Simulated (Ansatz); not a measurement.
# BeAlSiH (built on the sites of a database entry of SrAlSiH): relaxing the cell for a phonon run, part 2 of 2

Task: relax BeAlSiH (built on the sites of a database entry of SrAlSiH) tightly.

Ansatz 0.2.0; DFT PBEsol, scalar-relativistic, plane waves, norm-conserving pseudopotentials.

So far. Step 2 (Probe on a coarse mesh): The coarse mesh shows no gap and a pressure of 95.9 GPa.

The structure was built from a prototype and need not be the compound's stable phase.

## (4) Relaxation (continued)

Valence density in the ac plane at fractional y = 0.333, with atoms of Al and H within 0.2 Å of it. It is the smooth field of the valence electrons, not physical close to the nuclei.

Values in e/Å³, 24 rows by 14 columns, each cell a mean:
```
0.2 0.2 0.2 0.2 0.2 0.2 0.2 0.2 0.3 0.3 0.3 0.2 0.2 0.2
0.2 0.2 0.2 0.2 0.2 0.2 0.2 0.2 0.2 0.2 0.2 0.2 0.2 0.2
0.2 0.3 0.3 0.3 0.3 0.2 0.2 0.2 0.1 0.1 0.1 0.2 0.2 0.2
0.3 0.3 0.3 0.3 0.3 0.3 0.2 0.2 0.2 0.1 0.1 0.2 0.2 0.2
0.3 0.4 0.4 0.4 0.3 0.3 0.3 0.2 0.2 0.2 0.2 0.2 0.2 0.3
0.4 0.4 0.4 0.4 0.4 0.3 0.3 0.3 0.2 0.2 0.2 0.2 0.3 0.3
0.4 0.4 0.4 0.4 0.4 0.4 0.3 0.3 0.3 0.2 0.2 0.3 0.3 0.3
0.4 0.4 0.4 0.4 0.4 0.4 0.3 0.3 0.3 0.2 0.3 0.3 0.3 0.3
0.3 0.3 0.3 0.3 0.3 0.3 0.3 0.3 0.2 0.2 0.2 0.3 0.3 0.3
0.3 0.3 0.3 0.3 0.3 0.3 0.2 0.2 0.2 0.2 0.2 0.2 0.2 0.3
0.2 0.2 0.2 0.2 0.2 0.2 0.2 0.2 0.2 0.2 0.2 0.2 0.2 0.2
0.2 0.2 0.2 0.2 0.2 0.2 0.2 0.2 0.2 0.2 0.2 0.2 0.2 0.2
0.2 0.2 0.2 0.2 0.2 0.2 0.2 0.2 0.2 0.2 0.2 0.2 0.2 0.2
0.2 0.2 0.2 0.2 0.2 0.2 0.2 0.1 0.1 0.1 0.1 0.1 0.2 0.2
0.2 0.3 0.3 0.3 0.3 0.2 0.2 0.1 0.1 0.0 0.0 0.1 0.1 0.2
0.2 0.3 0.2 0.3 0.3 0.2 0.2 0.1 0.1 0.0 0.0 0.1 0.1 0.2
0.2 0.2 0.2 0.2 0.2 0.2 0.2 0.1 0.1 0.1 0.1 0.1 0.2 0.2
0.2 0.2 0.2 0.2 0.2 0.2 0.2 0.2 0.2 0.2 0.2 0.2 0.2 0.2
0.1 0.1 0.1 0.1 0.1 0.2 0.2 0.2 0.2 0.2 0.2 0.2 0.2 0.2
0.1 0.1 0.1 0.1 0.1 0.2 0.2 0.2 0.3 0.3 0.3 0.3 0.2 0.2
0.2 0.1 0.1 0.1 0.1 0.2 0.3 0.4 0.5 0.7 0.7 0.5 0.3 0.2
0.2 0.2 0.1 0.1 0.2 0.2 0.3 0.5 0.9 1.4 1.3 0.8 0.5 0.3
0.2 0.2 0.2 0.2 0.2 0.2 0.3 0.5 0.9 1.3 1.2 0.8 0.5 0.3
0.2 0.2 0.2 0.2 0.2 0.2 0.3 0.4 0.5 0.6 0.6 0.5 0.4 0.3
```
Columns run along a (2.7 Å), rows up along c (6.8 Å). Atoms in or near the plane, at fractional coordinates: Al at (0.67, 0.36), H at (0.67, 0.07).

Electrostatic potential energy in the ac plane at fractional y = 0.333, with atoms of Al and H within 0.2 Å of it. With pseudopotentials it is smooth inside the atoms' cores, unlike the true potential.

Values in eV, 24 rows by 14 columns, each cell a mean:
```
  4   1   0   1   2   5   7   8   8   8   8   8   7   6
  5   4   3   3   4   6   8   9  10  10  10   9   8   7
  7   6   5   6   6   8   9  10  10  10  10  10   9   8
  7   6   5   5   6   7   8   9  10  10  10  10   9   8
  4   2   1   1   2   4   6   8   9  10  10   9   8   6
  0  -4  -6  -6  -3   0   4   6   8   9   9   8   6   3
 -3  -8 -11 -11  -7  -2   2   5   8   8   8   7   5   1
 -2  -7  -9  -9  -6  -1   3   6   8   9   9   7   5   2
  2  -1  -3  -2   0   2   5   7   9   9   9   8   7   5
  6   5   4   4   5   6   7   8   9   9   9   9   8   7
  8   8   8   8   8   8   8   7   7   7   7   7   7   8
  7   8   9   9   8   7   5   3   1  -1   0   1   3   5
  5   7   8   8   6   4  -1  -6 -12 -17 -16 -10  -4   1
  1   5   7   6   4  -1 -11 -30 -48 -57 -55 -43 -23  -7
 -2   4   6   5   2  -4 -20 -51 -58 -58 -58 -58 -40 -13
 -1   4   6   6   2  -4 -19 -48 -58 -58 -58 -57 -38 -12
  1   5   7   7   4   0  -9 -24 -43 -48 -47 -38 -18  -5
  5   8   9   9   7   4   0  -5 -10 -14 -13  -8  -3   2
  8   9  10  10   9   8   6   4   2   1   1   2   4   6
  9  10  10  10  10   9   8   7   6   5   5   6   7   9
  9   9   9   9   9   9   8   6   1  -3  -2   3   7   9
  8   7   7   7   8   8   7   2 -10 -28 -24  -5   4   7
  5   4   3   4   5   6   6   2  -8 -23 -19  -4   4   6
  4   2   0   1   3   5   6   6   3   0   1   4   6   5
```
Columns run along a (2.7 Å; values clipped at the 3rd and 97th percentile), rows up along c (6.8 Å). Atoms in or near the plane, at fractional coordinates: Al at (0.67, 0.36), H at (0.67, 0.07).

In this step the volume went from 10.59 to 10.66 Å³/atom.

## (5) Tight relaxation

Phonons need a cell at rest on their own settings, so the relaxation is repeated with tight tolerances on forces and stress on the k mesh and occupations of the first response run.

The input, input.yaml:

```yaml
crystal:
  lattice:
    - [2.6873004439, 2.3692e-06, 0.0]
    - [-1.3436522737, 2.3272692675, 0.0]
    - [0.0, 0.0, 6.8176877985]
  atoms:
    - { symbol: Be, position: [0.0, 0.0, -0.0194211334] }
    - { symbol: Al, position: [0.6666666667, 0.3333333333, 0.3643127602] }
    - { symbol: Si, position: [0.3333333333, 0.6666666667, 0.7047732977] }
    - { symbol: H, position: [0.6666666667, 0.3333333333, 0.0733350755] }
kpoints:
  mp_grid: { grid: [15, 15, 6] }
hamiltonian:
  xc: pbesol
  pseudopotentials: { kind: nc }
scf:
  occupations: { method: methfessel_paxton, width: 0.15 }
output:
  forces: true
  stress: true
  eigenvalues: true
relax:
  adjacent_minimum: "off"
  f_tol: 0.001
  max_steps: 60
  cell: { stress_tol: 0.01 }
```

Run with:

```bash
$ ansatz run input.yaml --threads 4 --pin off --max-ram 7168MiB --backend cpu --events-out ev --progress --plain --runs-dir out
```

Numbers of over 12 decimals in the logs are rounded to 6 here.

The log of the run:

```text
[...]
Crystal: 4 atoms, lattice volume = 42.638 Å³
Basis set: ecut = 1197.300995 eV, 4029 PW (Γ), exchange–correlation on 64×64×160 points (8 copies of the dense FFT grid, shifted against one another)
Bands: 10, of which v1, the nominal top of the filled ones, is band 6 counted from 1 (5 counted from 0)
Symmetry: 6 space group operations
[...]
--- Relaxed structure (2 steps of the walk, 2 accepted, 1 SCFs on fresh bases) ---
[...]
cell:  # Å, volume = 42.6345 Å³
    - [2.687463, 2.3693215564985748e-6, 0]
    - [-1.343733, 2.327410, 0]
    - [0, 0.0, 6.816254]
  atoms:
[...]
- { symbol: Al, position: [0.666667, 0.333333, 0.364323] }
    - { symbol: Si, position: [0.333333, 0.666667, 0.704772] }
    - { symbol: H, position: [0.666667, 0.333333, 0.073312] }
[key lines of the parts left out:]
SCF converged after 7 iterations
Free energy (F): -570.609535 eV
Fermi energy:    8.565074 eV
P = ⅓ Tr σ = -0.0013 GPa (-0.013 kbar)
```

Elapsed: 46 s, on 4 threads of Arm Neoverse N1, shared host; peak memory 0.59 GiB.

Little changed from the start: no atom moved by 0.005 Å and no cell edge by 0.1 %.

Numbers from this step:

```yaml
pressure: -0.001305 GPa
```

The largest force component left is 0.82 meV/Å and the pressure is -0.001 GPa, within the tolerances set. The cell now holds 10.66 Å³/atom.

## (6) Outcome

| Property | Result |
| --- | --- |
| space group after relaxation (within 0.01 Å) | P3m1 |
| lattice constant a | 2.687 Å |
| lattice constant b | 2.687 Å |
| lattice constant c | 6.816 Å |
| volume per atom | 10.7 Å³ |

In words: The largest force component left is 0.82 meV/Å and the pressure is -0.001 GPa, within the tolerances set. The cell now holds 10.66 Å³/atom. The relaxation keeps the symmetry of its start, so it says nothing on stability against lower symmetry. The starting cell was built on a prototype and not taken from a measurement, so the phase need not exist.

[Logs are printed without paths, hosts, clocks, repeated set-up lines and the standing remarks that a program may print on its own settings, such as how far it seeks lower states.]

[Hosts, paths, dates, database ids (printed as entryN), source tags and the programs' standing remarks are cut or masked in the printed files.]
